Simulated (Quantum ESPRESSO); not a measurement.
**GaP, zinc blende: band edges under a change of volume**

How fast do the gaps move when the cell is scaled evenly?

Calculated with Quantum ESPRESSO 7.5, LDA, GBRV 1.5 ultrasoft potentials, cutoff 680 eV, Fermi–Dirac smearing 0.02 eV, k-mesh 9×9×9, no spin polarisation, no spin-orbit coupling.

Reference cell, relaxed at zero pressure with LDA (F-43m): a = 3.8112 Å, b = 3.8112 Å, c = 3.8112 Å, α = 60.00°, β = 60.00°, γ = 60.00°.

```
atom       x       y       z
  Ga  0.0000  0.0000  0.0000
   P  0.7500  0.7500  0.7500
```

Levels are read on the k-mesh and along lines from Γ to X = (0.5, 0, 0.5), L = (0.5, 0.5, 0.5), K = (0.375, 0.375, 0.75) and W = (0.5, 0.25, 0.75) in the reciprocal basis of this cell (the letters only name these points), and count from the highest filled level.

```
ln(V/V0)  gap (eV)  direct gap at Γ (eV)  lowest empty along Γ–X (Γ left out) (eV)  lowest empty at L (eV)
 −0.0619     1.262                 2.404                                     1.262                   1.793
 −0.0408     1.304                 2.225                                     1.304                   1.727
  0.0000     1.382                 1.881                                     1.382                   1.601
  0.0198     1.416                 1.716                                     1.416                   1.540
  0.0392     1.448                 1.556                                     1.448                   1.480
  0.0583     1.400                 1.400                                     1.478                   1.421
```

**Question.** Fit the direct gap at Γ and give it at ln(V/V0) = −0.0202, a row left out above.

A straight line through the 6 rows: the means are 0.002433 for ln(V/V0) and 1.8637 for the level, Σ(Δx)² = 0.01079 and ΣΔxΔy = −0.09021, so the slope is −0.09021/0.01079 = −8.3614 and the intercept 1.8637 − (−8.3614)(0.002433) = 1.884.

The slope is the volume deformation potential of this gap, −8.36 eV, as a mean over the range. The line gives 2.053 eV. The run itself gives 2.050 eV, so the estimate misses by 0.003 eV; the fitted rows themselves lie up to 0.003 eV off the law.

The lowest empty level changes place along the table: along Γ–X (Γ left out) at −0.0619, at Γ at 0.0583.

The gap is direct at Γ at ln(V/V0) = 0.0583 and indirect in the other rows. Semilocal functionals give gaps that are too small, and the error differs from valley to valley, so the order of close valleys can be wrong too.

[Logs are printed without paths, hosts, clocks, repeated set-up lines and the standing remarks that a program may print on its own settings, such as how far it seeks lower states.]
